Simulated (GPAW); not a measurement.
SiO2 (Stishovite, P4_2/mnm), O K edge of atom 3, with 2 Si at 1.76 Å and 1 Si at 1.81 Å (distorted trigonal planar, site symmetry m2m). Method: GPAW, PBE, full core hole (charged cell), 12-atom cell with 5.0 Å between holes, 6×6×6 k points, dipole transitions, Gaussian full width 0.9 eV up to 4 eV, rising linearly to 3.5 eV at 25 eV.

```xyz
6
Lattice="4.1773 0.0000 0.0000 0.0000 4.1773 0.0000 0.0000 0.0000 2.6652" Properties=species:S:1:pos:R:3 pbc="T T T"
Si    2.0886    2.0886    1.3326
Si    0.0000    0.0000    0.0000
O     3.3665    0.8108    1.3326
O     2.8995    2.8995    0.0000
O     0.8108    3.3665    1.3326
O     1.2778    1.2778    0.0000
```

Energy from the lowest empty level; a common scale on which the isotropic spectrum has a mean of 1 over the first 20 eV.

| E (eV) | curve 1 | curve 2 |
| --- | --- | --- |
| -2.0 | 0.00 | 0.00 |
| -1.5 | 0.00 | 0.00 |
| -1.0 | 0.00 | 0.00 |
| -0.5 | 0.00 | 0.00 |
| 0.0 | 0.02 | 0.01 |
| 0.5 | 0.11 | 0.07 |
| 1.0 | 0.41 | 0.21 |
| 1.5 | 1.18 | 0.51 |
| 2.0 | 2.43 | 1.07 |
| 2.5 | 3.17 | 1.40 |
| 3.0 | 3.33 | 1.11 |
| 3.5 | 2.68 | 1.07 |
| 4.0 | 1.55 | 1.05 |
| 4.5 | 1.31 | 1.11 |
| 5.0 | 1.30 | 1.37 |
| 5.5 | 1.27 | 1.82 |
| 6.0 | 1.41 | 2.20 |
| 6.5 | 1.89 | 2.15 |
| 7.0 | 2.53 | 1.97 |
| 7.5 | 2.63 | 2.01 |
| 8.0 | 2.35 | 2.43 |
| 8.5 | 2.28 | 2.87 |
| 9.0 | 2.15 | 2.89 |
| 9.5 | 1.66 | 2.46 |
| 10.0 | 1.04 | 1.78 |
| 10.5 | 0.61 | 1.12 |
| 11.0 | 0.38 | 0.64 |
| 11.5 | 0.27 | 0.38 |
| 12.0 | 0.22 | 0.27 |
| 12.5 | 0.23 | 0.23 |
| 13.0 | 0.28 | 0.22 |
| 13.5 | 0.33 | 0.21 |
| 14.0 | 0.36 | 0.20 |
| 14.5 | 0.35 | 0.19 |
| 15.0 | 0.30 | 0.18 |
| 15.5 | 0.24 | 0.18 |
| 16.0 | 0.19 | 0.19 |
| 16.5 | 0.17 | 0.21 |
| 17.0 | 0.17 | 0.25 |
| 17.5 | 0.19 | 0.30 |
| 18.0 | 0.23 | 0.37 |
| 18.5 | 0.27 | 0.44 |
| 19.0 | 0.33 | 0.51 |
| 19.5 | 0.40 | 0.57 |
| 20.0 | 0.49 | 0.61 |
| 20.5 | 0.58 | 0.63 |
| 21.0 | 0.68 | 0.65 |
| 21.5 | 0.77 | 0.66 |
| 22.0 | 0.86 | 0.68 |
| 22.5 | 0.94 | 0.71 |
| 23.0 | 1.00 | 0.74 |
| 23.5 | 1.02 | 0.77 |
| 24.0 | 0.99 | 0.78 |
| 24.5 | 0.91 | 0.77 |
| 25.0 | 0.79 | 0.72 |
| 25.5 | 0.67 | 0.65 |

Q: The curves are for the electric vector along different Cartesian axes of the cell as given, averaged over the symmetry-equivalent atoms. Which is which?

Curve 1: along z (c), main maxima 2.9 eV (3.35), 7.3 eV (2.67) and 23.4 eV (1.02). Curve 2: along x (⊥ c) (the other in-plane axis gives the same curve within 3 %), main maxima 2.5 eV (1.40), 6.2 eV (2.22) and 8.8 eV (2.95). A K edge sees empty p states on the absorber. Each direction probes the empty orbitals that point along it. The holes are only 5.0 Å apart, so the shape is probably not converged with cell size; no larger cell was run here. The mesh is coarse (0.26 Å⁻¹ between points), so small maxima may be mesh ripples.

[Banner, clock and machine lines of the logs are left out without a mark of their own.]

[Logs are printed without paths, hosts, clocks, repeated set-up lines and the standing remarks that a program may print on its own settings, such as how far it seeks lower states.]

[Hosts, paths, dates, database ids (printed as entryN), source tags and the programs' standing remarks are cut or masked in the printed files.]

[Lists of maxima count a maximum above −3 eV only where it reaches 4 % of the highest in the window and stands out from its surroundings by 2 % of it (1.5 % where it reaches 55 %); shoulders and weaker maxima are passed over, and of the rest the first, up to two pre-edge ones and the few strongest are named.]
